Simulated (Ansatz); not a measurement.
# Ca on Ni(100): change of the work function

Aim: the work function of Ni(100) at several coverages of Ca (hollow site), and the dipole that each adsorbate carries.

Program: Ansatz 0.2.0. Level of theory: plane-wave DFT, PBE, Ansatz PAW. Results are calculated unless marked as measured.

### Step 1. The structure

The cell holds 4 atoms: 4 Ni. Cell: a = 2.489 Å, b = 2.489 Å, c = 23.280 Å, α = 90.0°, β = 90.0°, γ = 90.0°. Vacuum lies along c.

### Step 2. The clean slab

The bare slab comes first, as the zero from which every change is counted. The two lowest layers are held at bulk places and the upper ones relax. The dipole correction removes the false field that a one-sided slab makes across the periodic vacuum, so each face gets a flat vacuum level of its own.

Input file input.yaml:

```yaml
crystal:
  lattice:
    - [2.4890158698, 0.0, 0.0]
    - [0.0, 2.4890158698, 0.0]
    - [0.0, 0.0, 23.28]
  atoms:
    - { symbol: Ni, position: [0.5, 0.5, 0.3865979381], spin: 0.7 }
    - { symbol: Ni, position: [0.0, 0.0, 0.4621993127], spin: 0.7 }
    - { symbol: Ni, position: [0.5, 0.5, 0.5378006873], spin: 0.7 }
    - { symbol: Ni, position: [0.0, 0.0, 0.6134020619], spin: 0.7 }
magnetization:
  spin_polarized: true
kpoints:
  mp_grid: { grid: [12, 12, 1] }
hamiltonian:
  xc: pbe
scf:
  occupations: { method: fermi_dirac, width: 0.1 }
  convergence: { dr2_threshold: 1.0e-08 }
efield:
  axis: 3
  dipole_correction: true
  ramp_position: 0.97
  ramp_width: 0.06
relax:
  f_tol: 0.02
  max_steps: 60
  constraints: [{ sites: [0, 1] }]
output:
  write_potential: true
  write_density: true
  volumetric_format: npy
```

Command:

```sh
> ansatz run input.yaml --threads 4 --pin off --max-ram 16384MiB --backend cpu --events-out ev --progress --plain --runs-dir out
```

Numbers of over 12 decimals in the logs are rounded to 6 here.

The log of the run:

```text
Engine: ansatz 0.2.0, aarch64-unknown-linux-gnu
Pseudopotentials: kind: paw
Pseudopotential: Ni, paw, valence charge 18, recommended cutoff 420 eV (normal), Ni.paw.azcp
Functional definition: PBE
  parameter kappa = 0.804
  parameter beta = 0.066725
  exchange = pbe_x(kappa = kappa, mu = beta*pi^2/3)
  correlation = pbe_c(beta = beta)
Crystal: 4 atoms, lattice volume = 144.224 Å³
Basis set: ecut = 420 eV, 2797 PW (Γ), exchange–correlation on 36×36×320 points (8 copies of the dense FFT grid, shifted against one another)
Bands: 45, of which v1, the nominal top of the filled ones, is band 36 counted from 1 (35 counted from 0)
Symmetry: 8 space group operations
k-points: 28 of 144
Non-local potential: Ni, projectors of the file, l = 0: 3, l = 1: 2, l = 2: 3, l = 3: 1
PAW form: soft (Blöchl's): semilocal exchange-correlation on the pseudo side does not see the compensation charge
PAW one-centre angular grid: Ni, 590 points (default); XC on 64 Gauss nodes
Initial density: superposition of atomic densities (neutral atoms: chi_scale 0, normalization atom)
Starting moments: Σ|m| = 2.8 μB on 4 of 4 sites
Initial wavefunctions: pseudopotential atomic-orbital guess
Functional: x = pbe(κ = 0.804, μ = 0.219515), c = pbe(β = 0.066725)
SCF iter   1: F=—  HF=-23353.273584 eV  |F-HF|=—  |Δ(HF+E_count)|=         —  Δρ=2.27e-2 (↑1.48e-2 ↓2.27e-2)  dr2=3.71e0  dr2_m=2.44e-1  M=2.982 μB ∫|m|=3.119 μB  β_m=1.00  ethr=3.10e-3  p=-0.000 e·Å  D=-6.64e-14 V/Å  ΔV_dip=0.00 eV  dr2_dipole=1.59e-8  V_vac-E_F(+/−)=7.12/7.12 eV  ⟨swp⟩=12.1  Hψ=13190  notcnv=0  defer=20
Mixer restart at iter 1: flushing history
efield: sawtooth ramp at fractional position 0.9700 (set: `efield.ramp_position`, or a place that a band, a saddle search or an elastic batch's reference lends), width 0.0600; the density the first Hamiltonian is built on has a dipole p = -0.000 e·Å; the dipole correction subtracts the counter field D = -6.64e-14 V/Å, which shifts the + side's vacuum level by +0.00 eV against the − side's; the planar-averaged density in the ramp window peaks in size at 2.1e-5 e/Å³
preconditioner: auto → LDOS  [metal: Δε(μ)=0.011 eV  Ē_g=6.947 eV  σ=0.100 eV  W_gap=0.03  n_scr=18 (ndim 8)  ℏωp=19.6 eV  f_vac=0.627  D(μ)=8.52/eV (n_scr^D=84)]
spin=Collinear: LDOS preconditioning applied to the charge; magnetization (m = ρ↑ − ρ↓) channel mixes plain (no charge-response kernel on spin).
SCF iter   2: F=—  HF=-23353.965802 eV  |F-HF|=—  |Δ(HF+E_count)|=   6.92e-1  Δρ=1.21e-2 (↑1.21e-2 ↓9.33e-3)  dr2=7.32e-1  dr2_m=5.55e-3  M=2.942 μB ∫|m|=3.205 μB  β_m=0.33  ethr=3.10e-3  p=-0.000 e·Å  D=-5.03e-4 V/Å  ΔV_dip=0.01 eV  dr2_dipole=3.44e-4  V_vac-E_F(+/−)=6.25/6.24 eV  ⟨swp⟩=2.6  Hψ=4391  notcnv=0  defer=71
density mixer auto → msr1: a metal under ldos (density of states about μ 3.98 of a free-electron gas's, 18 screened modes)
SCF iter   3: F=—  HF=-23355.551918 eV  |F-HF|=—  |Δ(HF+E_count)|=    1.59e0  Δρ=4.88e-3 (↑4.88e-3 ↓4.71e-3)  dr2=1.34e-1  dr2_m=2.77e-3  M=2.939 μB ∫|m|=3.247 μB  β_m=0.46  ethr=1.02e-3  p=0.000 e·Å  D=3.79e-5 V/Å  ΔV_dip=-0.00 eV  dr2_dipole=3.40e-4  V_vac-E_F(+/−)=5.73/5.73 eV  ⟨swp⟩=3.0  Hψ=4152  notcnv=0  defer=71
SCF iter   4: F=—  HF=-23356.854318 eV  |F-HF|=—  |Δ(HF+E_count)|=         —  Δρ=5.23e-3 (↑4.55e-3 ↓5.23e-3)  dr2=8.94e-2  dr2_m=2.31e-3  M=2.908 μB ∫|m|=3.268 μB  β_m=0.46  ethr=1.86e-4  p=0.000 e·Å  D=3.25e-4 V/Å  ΔV_dip=-0.01 eV  dr2_dipole=2.72e-4  V_vac-E_F(+/−)=5.25/5.26 eV  ⟨swp⟩=3.1  Hψ=4802  notcnv=0  defer=73
SCF iter   5: F=—  HF=-23357.159715 eV  |F-HF|=—  |Δ(HF+E_count)|=   3.05e-1  Δρ=4.07e-3 (↑1.37e-3 ↓4.07e-3)  dr2=2.79e-2  dr2_m=4.11e-3  M=2.834 μB ∫|m|=3.203 μB  β_m=0.73  ethr=1.24e-4  p=0.000 e·Å  D=4.54e-4 V/Å  ΔV_dip=-0.01 eV  dr2_dipole=8.32e-6  V_vac-E_F(+/−)=5.09/5.10 eV  ⟨swp⟩=2.2  Hψ=4058  notcnv=0  defer=82
SCF iter   6: F=—  HF=-23357.242206 eV  |F-HF|=—  |Δ(HF+E_count)|=   8.25e-2  Δρ=3.24e-3 (↑1.11e-3 ↓3.24e-3)  dr2=1.63e-2  dr2_m=1.92e-3  M=2.757 μB ∫|m|=3.129 μB  β_m=0.87  ethr=3.88e-5  p=0.000 e·Å  D=5.28e-6 V/Å  ΔV_dip=-0.00 eV  dr2_dipole=5.76e-6  V_vac-E_F(+/−)=4.96/4.96 eV  ⟨swp⟩=2.1  Hψ=4145  notcnv=0  defer=90
SCF iter   7: F=—  HF=-23357.242451 eV  |F-HF|=—  |Δ(HF+E_count)|=   2.45e-4  Δρ=1.82e-3 (↑1.56e-3 ↓1.82e-3)  dr2=9.87e-3  dr2_m=8.37e-5  M=2.755 μB ∫|m|=3.127 μB  β_m=0.66  ethr=2.26e-5  p=0.000 e·Å  D=3.27e-4 V/Å  ΔV_dip=-0.01 eV  dr2_dipole=7.54e-5  V_vac-E_F(+/−)=4.88/4.89 eV  ⟨swp⟩=2.4  Hψ=4725  notcnv=0  defer=98
SCF iter   8: F=—  HF=-23357.240247 eV  |F-HF|=—  |Δ(HF+E_count)|=   2.20e-3  Δρ=2.55e-4 (↑1.49e-4 ↓2.55e-4)  dr2=1.70e-4  dr2_m=2.56e-5  M=2.755 μB ∫|m|=3.126 μB  β_m=0.74  ethr=1.37e-5  p=-0.000 e·Å  D=-1.23e-5 V/Å  ΔV_dip=0.00 eV  dr2_dipole=2.02e-6  V_vac-E_F(+/−)=4.91/4.91 eV  ⟨swp⟩=2.0  Hψ=3863  notcnv=0  defer=95
SCF iter   9: F=—  HF=-23357.240285 eV  |F-HF|=—  |Δ(HF+E_count)|=   3.76e-5  Δρ=2.28e-4 (↑1.75e-4 ↓2.28e-4)  dr2=8.95e-5  dr2_m=2.42e-5  M=2.752 μB ∫|m|=3.123 μB  β_m=0.72  ethr=2.35e-7  p=0.000 e·Å  D=1.30e-4 V/Å  ΔV_dip=-0.00 eV  dr2_dipole=5.69e-6  V_vac-E_F(+/−)=4.89/4.89 eV  ⟨swp⟩=3.1  Hψ=5271  notcnv=0  defer=95
SCF iter  10: F=—  HF=-23357.240274 eV  |F-HF|=—  |Δ(HF+E_count)|=   1.09e-5  Δρ=1.36e-4 (↑1.03e-4 ↓1.36e-4)  dr2=4.25e-5  dr2_m=4.06e-6  M=2.751 μB ∫|m|=3.123 μB  β_m=0.67  ethr=1.24e-7  p=-0.000 e·Å  D=-5.54e-5 V/Å  ΔV_dip=0.00 eV  dr2_dipole=1.87e-7  V_vac-E_F(+/−)=4.88/4.88 eV  ⟨swp⟩=2.4  Hψ=4528  notcnv=0  defer=95
SCF iter  11: F=—  HF=-23357.240265 eV  |F-HF|=—  |Δ(HF+E_count)|=   9.06e-6  Δρ=4.36e-5 (↑3.22e-5 ↓4.36e-5)  dr2=6.02e-6  dr2_m=2.16e-7  M=2.751 μB ∫|m|=3.123 μB  β_m=0.74  ethr=5.90e-8  p=-0.000 e·Å  D=-1.22e-5 V/Å  ΔV_dip=0.00 eV  dr2_dipole=2.13e-7  V_vac-E_F(+/−)=4.88/4.88 eV  ⟨swp⟩=2.1  Hψ=3389  notcnv=0  defer=95
SCF iter  12: F=—  HF=-23357.240265 eV  |F-HF|=—  |Δ(HF+E_count)|=   8.11e-7  Δρ=7.83e-6 (↑5.13e-6 ↓7.83e-6)  dr2=2.13e-7  dr2_m=3.28e-8  M=2.751 μB ∫|m|=3.123 μB  β_m=0.71  ethr=8.36e-9  p=-0.000 e·Å  D=-6.07e-7 V/Å  ΔV_dip=0.00 eV  dr2_dipole=4.93e-9  V_vac-E_F(+/−)=4.88/4.88 eV  ⟨swp⟩=2.5  Hψ=4576  notcnv=0  defer=95
SCF iter  13: F=—  HF=-23357.240266 eV  |F-HF|=—  |Δ(HF+E_count)|=   2.53e-7  Δρ=4.72e-6 (↑3.25e-6 ↓4.72e-6)  dr2=1.06e-8  dr2_m=1.72e-8  M=2.751 μB ∫|m|=3.123 μB  β_m=0.85  ethr=2.96e-10  p=-0.000 e·Å  D=-1.92e-7 V/Å  ΔV_dip=0.00 eV  dr2_dipole=6.69e-11  V_vac-E_F(+/−)=4.88/4.88 eV  ⟨swp⟩=2.6  Hψ=4081  notcnv=0  defer=95
[...]
spin=Collinear: LDOS preconditioning applied to the charge; magnetization (m = ρ↑ − ρ↓) channel mixes plain (no charge-response kernel on spin).
SCF iter   2: F=—  HF=-23357.251606 eV  |F-HF|=—  |Δ(HF+E_count)|=   2.08e-3  Δρ=4.93e-4 (↑4.93e-4 ↓4.31e-4)  dr2=2.42e-3  dr2_m=1.26e-5  M=2.753 μB ∫|m|=3.125 μB  β_m=0.33  ethr=1.74e-5  p=0.001 e·Å  D=8.92e-4 V/Å  ΔV_dip=-0.02 eV  dr2_dipole=6.01e-4  V_vac-E_F(+/−)=4.85/4.87 eV  ⟨swp⟩=2.0  Hψ=4020  notcnv=0  defer=97
density mixer auto → msr1: a metal under ldos (density of states about μ 3.61 of a free-electron gas's, 18 screened modes)
SCF iter   3: F=—  HF=-23357.251435 eV  |F-HF|=—  |Δ(HF+E_count)|=   1.70e-4  Δρ=4.88e-4 (↑4.88e-4 ↓2.49e-4)  dr2=7.45e-4  dr2_m=9.23e-5  M=2.753 μB ∫|m|=3.125 μB  β_m=0.45  ethr=3.36e-6  p=0.001 e·Å  D=1.05e-3 V/Å  ΔV_dip=-0.02 eV  dr2_dipole=1.32e-4  V_vac-E_F(+/−)=4.85/4.87 eV  ⟨swp⟩=1.7  Hψ=2899  notcnv=0  defer=97
SCF iter   4: F=—  HF=-23357.251505 eV  |F-HF|=—  |Δ(HF+E_count)|=   7.03e-5  Δρ=2.40e-4 (↑2.32e-4 ↓2.40e-4)  dr2=9.17e-5  dr2_m=6.34e-5  M=2.751 μB ∫|m|=3.123 μB  β_m=0.53  ethr=1.03e-6  p=0.000 e·Å  D=5.67e-4 V/Å  ΔV_dip=-0.01 eV  dr2_dipole=1.16e-5  V_vac-E_F(+/−)=4.86/4.88 eV  ⟨swp⟩=1.7  Hψ=3009  notcnv=0  defer=97
SCF iter   5: F=—  HF=-23357.251553 eV  |F-HF|=—  |Δ(HF+E_count)|=   4.73e-5  Δρ=1.13e-4 (↑1.13e-4 ↓1.13e-4)  dr2=1.01e-5  dr2_m=1.59e-5  M=2.750 μB ∫|m|=3.121 μB  β_m=0.77  ethr=1.27e-7  p=0.000 e·Å  D=2.75e-4 V/Å  ΔV_dip=-0.01 eV  dr2_dipole=3.83e-6  V_vac-E_F(+/−)=4.88/4.88 eV  ⟨swp⟩=2.0  Hψ=4028  notcnv=0  defer=97
SCF iter   6: F=—  HF=-23357.251569 eV  |F-HF|=—  |Δ(HF+E_count)|=   1.68e-5  Δρ=7.85e-5 (↑5.67e-5 ↓7.85e-5)  dr2=3.06e-5  dr2_m=6.48e-7  M=2.749 μB ∫|m|=3.121 μB  β_m=0.66  ethr=1.40e-8  p=0.000 e·Å  D=1.79e-5 V/Å  ΔV_dip=-0.00 eV  dr2_dipole=5.26e-6  V_vac-E_F(+/−)=4.88/4.88 eV  ⟨swp⟩=2.9  Hψ=5168  notcnv=0  defer=97
SCF iter   7: F=—  HF=-23357.251567 eV  |F-HF|=—  |Δ(HF+E_count)|=   2.72e-6  Δρ=2.43e-5 (↑2.43e-5 ↓2.06e-5)  dr2=3.46e-6  dr2_m=1.90e-7  M=2.749 μB ∫|m|=3.120 μB  β_m=0.58  ethr=1.40e-8  p=0.000 e·Å  D=3.63e-5 V/Å  ΔV_dip=-0.00 eV  dr2_dipole=8.58e-7  V_vac-E_F(+/−)=4.88/4.88 eV  ⟨swp⟩=2.1  Hψ=4407  notcnv=0  defer=97
SCF iter   8: F=—  HF=-23357.251567 eV  |F-HF|=—  |Δ(HF+E_count)|=   1.71e-7  Δρ=1.64e-5 (↑7.45e-6 ↓1.64e-5)  dr2=4.31e-7  dr2_m=7.83e-8  M=2.749 μB ∫|m|=3.120 μB  β_m=0.56  ethr=4.80e-9  p=0.000 e·Å  D=4.07e-5 V/Å  ΔV_dip=-0.00 eV  dr2_dipole=1.86e-8  V_vac-E_F(+/−)=4.88/4.88 eV  ⟨swp⟩=2.3  Hψ=3810  notcnv=0  defer=97
SCF iter   9: F=—  HF=-23357.251567 eV  |F-HF|=—  |Δ(HF+E_count)|=   2.09e-7  Δρ=6.24e-6 (↑6.24e-6 ↓6.00e-6)  dr2=8.28e-8  dr2_m=2.06e-8  M=2.748 μB ∫|m|=3.120 μB  β_m=0.54  ethr=5.99e-10  p=0.000 e·Å  D=3.78e-5 V/Å  ΔV_dip=-0.00 eV  dr2_dipole=2.72e-9  V_vac-E_F(+/−)=4.88/4.88 eV  ⟨swp⟩=2.8  Hψ=4699  notcnv=0  defer=97
SCF iter  10: F=—  HF=-23357.251567 eV  |F-HF|=—  |Δ(HF+E_count)|=   6.34e-9  Δρ=4.09e-6 (↑1.47e-6 ↓4.09e-6)  dr2=1.12e-8  dr2_m=8.04e-9  M=2.748 μB ∫|m|=3.120 μB  β_m=0.58  ethr=1.15e-10  p=0.000 e·Å  D=4.37e-5 V/Å  ΔV_dip=-0.00 eV  dr2_dipole=1.51e-10  V_vac-E_F(+/−)=4.88/4.88 eV  ⟨swp⟩=2.6  Hψ=4378  notcnv=0  defer=97
SCF iter  11: F=—  HF=-23357.251567 eV  |F-HF|=—  |Δ(HF+E_count)|=   2.99e-8  Δρ=1.39e-6 (↑1.36e-6 ↓1.39e-6)  dr2=4.68e-9  dr2_m=1.47e-9  M=2.748 μB ∫|m|=3.120 μB  β_m=0.55  ethr=1.56e-11  p=0.000 e·Å  D=4.29e-5 V/Å  ΔV_dip=-0.00 eV  dr2_dipole=9.23e-10  V_vac-E_F(+/−)=4.88/4.88 eV  ⟨swp⟩=2.4  Hψ=4299  notcnv=0  defer=97
SCF iter  12: F=-23357.251567 eV  HF=-23357.251567 eV  |F-HF|=5.46e-10  |Δ(HF+E_count)|=  4.22e-10  Δρ=7.51e-7 (↑2.52e-7 ↓7.51e-7)  dr2=3.17e-9  dr2_m=1.71e-10  M=2.748 μB ∫|m|=3.120 μB  ethr=6.50e-12  p=0.000 e·Å  D=4.46e-5 V/Å  ΔV_dip=-0.00 eV  dr2_dipole=5.60e-10  V_vac-E_F(+/−)=4.88/4.88 eV  ⟨swp⟩=6.8  Hψ=16903  notcnv=0
SCF 3 converged in 12 iterations: F = -23357.251567 eV  dr2 = 3.17e-9
  greatest PAW one-centre occupation: 1.001 electrons in one spin orbital (limit 2), on the Ni atom at site 3 (counted from 0), in its partial waves of l = 1
relax step   3: F+E_penalty+E_count = -23357.25156682 eV  Δ(F+E_penalty+E_count) = -4.782e-3 eV  max|allowed force component| = 1.641e-2 eV/Å  Δτ_max = 0.0268 Å  (12 SCF iters, accepted)
NSCF: frozen V_eff on 28 k-points
the band table was solved once a step of the walk had ended and its energy, with any forces and stress, was formed, with the checks that follow a solve (14613 applications of the Hamiltonian). They found nothing against the state; the energy, forces and stress were not computed again (output.eigenvalues in the input reference)
WARN: The output density's exchange-correlation potential varies sharply where the density is thin. Do not read a vacuum level from v_tot or v_xc, or from such a field of the output density. On a cell that repeats whose density bears no net charge and no dipole along the vacuum's axis use v_es (v_loc + v_h of the components); under efield.dipole_correction with no amplitude use v_es + v_field, which holds any externa [...]
SCF converged after 12 iterations
Magnetization: 2.7484 μB (37.3742 up, 34.6258 down)
Absolute magnetization: 3.1226 μB (∫|ρ↑−ρ↓|, with the PAW one-centre terms)
Spin contamination: 0.0390 ħ² per cell (⟨S²⟩ above its minimum at these occupations)
Per-site moments (μB) at R_I (Å): [(0.762882, 1.026719), (0.693008, 1.026719), (0.696430, 1.007501), (0.757957, 1.007501)]
Free energy (F): -23357.251567 eV
Harris-Foulkes:  -23357.251567 eV  (|F-HF|=5.46e-10)
Internal energy: -23357.011351 eV  (E = F + TS)
E sigma→0 (E₀):  -23357.131459 eV
Entropy (-TS):   -0.240216 eV (-60.054 meV/atom)
Fermi energy:    2.140071 eV
Dipole field:    D = 0.000007 V/Å  (p = 0.000006 e·Å, saw-weighted, corrected)
Work function:   Φ+ = 4.8828 eV   Φ− = 4.8830 eV
Levels:          The Fermi level and band energies are counted from a zero that moves with the ramp; work functions are not
--- Per-component energies (eV) ---
  E_band       = -2276.906321
  E_kinetic    = 1125.839521
  E_local      = -160320.726058  (includes V_loc(G=0)·N_el)
  E_nonlocal   = 2550.732742
  E_hartree    = 78456.156364
  E_xc         = -335.347096
  E_vxc        = -432.080370  (∫ρ·V_xc dr)
  E_paw        = -6525.524441  (= ΣΔE_a)
  E_vpaw       = -2112.983663  (= ΣTr[D̂ρ^β])
  E_aug_tail   = 0.002110  (compensation charges beyond the density's cutoff)
  E_efield     = 0.000000  (sawtooth field / dipole correction)
  E_vefield    = 0.000003  (∫n·V_field dr)
  E_ewald      = 61691.855507
  E_smearing   = -0.240216  (= −TS)
  E_closure    = 0.000000  (closes the sum)
  Σ components = -23357.251567   (vs F -23357.251567, Δ=0.00e0)
--- Forces (eV/Å), atoms counted from 1 ---
  atom   1  Ni    -0.00000000     0.00000000     0.33191270
  atom   2  Ni    -0.00000000     0.00000000    -0.32933477
  atom   3  Ni    -0.00000000     0.00000000    -0.01641471
  atom   4  Ni     0.00000000     0.00000000     0.01384867
  max |Σ_I F_I| component: 1.19e-5 eV/Å
--- Band table (eV; the first three rows and the last of 56) ---
  k-point 0 ↑: bands = [... 32 lower, 1.1728, 1.2119, 1.2119, 1.4613, 1.5649, 1.5845, 1.5845, 2.2601, ... 5 higher]
  k-point 1 ↑: bands = [... 32 lower, 0.9720, 1.0134, 1.3137, 1.3535, 1.3948, 1.5289, 1.6083, 2.6289, ... 5 higher]
  k-point 2 ↑: bands = [... 32 lower, 0.8601, 0.8667, 1.2735, 1.3092, 1.4367, 1.5181, 1.6057, 3.3597, ... 5 higher]
  k-point 27 ↓: bands = [... 32 lower, 2.4956, 2.5557, 2.7827, 2.8183, 5.6265, 5.6265, 8.0826, 8.0826, ... 5 higher]
--- Relaxed structure (3 steps of the walk, 3 accepted, 0 SCFs on fresh bases) ---
  F+E_penalty+E_count = -23357.25156682 eV   max|allowed force component| = 1.641e-2 eV/Å
  atoms:
    - { symbol: Ni, position: [0.5, 0.5, 0.386598] }
    - { symbol: Ni, position: [0.0, 0.0, 0.4621993127] }
    - { symbol: Ni, position: [0.5, 0.5, 0.538752] }
    - { symbol: Ni, position: [0, 0.0, 0.611496] }
```

It took 48 s on 4 threads of Arm Neoverse V1, shared host; peak memory 0.59 GiB; 3 min of CPU time.

Step by step:

```
step  energy less that of the first step (eV)  largest force component (eV/Å)
   1                                   0.0000                          0.3940
   2                                  -0.0065                          0.2673
   3                                  -0.0113                          0.0164
```

Forces are held to the 8 operations that the run works with; a distortion that breaks them can't arise in this run.

The atoms that moved most (Å):

```
atom     dx     dy      dz  length
 Ni4  0.000  0.000  -0.044   0.044
 Ni3  0.000  0.000   0.022   0.022
```

The relaxed structure:

```cif
data_structure
_symmetry_space_group_name_H-M 'P 1'
_symmetry_Int_Tables_number 1
_cell_length_a 2.4890
_cell_length_b 2.4890
_cell_length_c 23.2800
_cell_angle_alpha 90.000
_cell_angle_beta 90.000
_cell_angle_gamma 90.000
_cell_volume 144.22
loop_
_atom_site_label
_atom_site_type_symbol
_atom_site_fract_x
_atom_site_fract_y
_atom_site_fract_z
_atom_site_occupancy
Ni1 Ni 0.50000 0.50000 0.38660 1
Ni2 Ni 0.00000 0.00000 0.46220 1
Ni3 Ni 0.50000 0.50000 0.53875 1
Ni4 Ni 0.00000 0.00000 0.61150 1
```

This step gave:

```yaml
energy_at_zero_smearing: -23357.1315 eV
total_moment: 2.748 μB
site_moments: 0.7629, 0.6930, 0.6964, 0.7580 μB
work_function_upper_face: 4.883 eV
dipole_along_the_normal: 5.64e-6 e·Å
```

Running mean over 1.76 Å of the planar mean; the ramp of the sawtooth is left out. Table of electron's electrostatic potential energy less the Fermi level by z:

| z (Å) | electron's electrostatic potential energy less the Fermi level (eV) |
| --- | --- |
| 3.0 | 4.88 |
| 3.5 | 4.88 |
| 4.0 | 4.88 |
| 4.5 | 4.88 |
| 5.0 | 4.88 |
| 5.5 | 4.87 |
| 6.0 | 4.84 |
| 6.5 | 4.74 |
| 7.0 | 4.38 |
| 7.5 | 2.92 |
| 8.0 | -1.70 |
| 8.5 | -7.37 |
| 9.0 | -9.86 |
| 9.5 | -10.2 |
| 10.0 | -10.3 |
| 10.5 | -10.3 |
| 11.0 | -10.3 |
| 11.5 | -10.1 |
| 12.0 | -10.2 |
| 12.5 | -10.4 |
| 13.0 | -10.9 |
| 13.5 | -11.0 |
| 14.0 | -10.5 |
| 14.5 | -9.08 |
| 15.0 | -4.60 |
| 15.5 | 1.15 |
| 16.0 | 3.97 |
| 16.5 | 4.63 |
| 17.0 | 4.81 |
| 17.5 | 4.86 |
| 18.0 | 4.88 |
| 18.5 | 4.88 |
| 19.0 | 4.88 |
| 19.5 | 4.88 |
| 20.0 | 4.88 |

Site moment by atom:

| atom | site moment (μB) |
| --- | --- |
| Ni1 | 0.763 |
| Ni2 | 0.693 |
| Ni3 | 0.696 |
| Ni4 | 0.758 |

The relaxation took 3 steps and lowered the energy by 0.011 eV; the largest force on the free atoms ends at 0.016 eV/Å.

The work function of the upper face is 4.88 eV.

(Continued in part 2 of 4.)

[Logs are printed without paths, hosts, clocks, repeated set-up lines and the standing remarks that a program may print on its own settings, such as how far it seeks lower states.]

[Hosts, paths, dates, database ids (printed as entryN), source tags and the programs' standing remarks are cut or masked in the printed files.]

[Maps of the electrostatic potential energy from Ansatz leave out the sawtooth potential of an applied field or a dipole correction, so their vacuum need not be flat; planar profiles and work functions include it.]
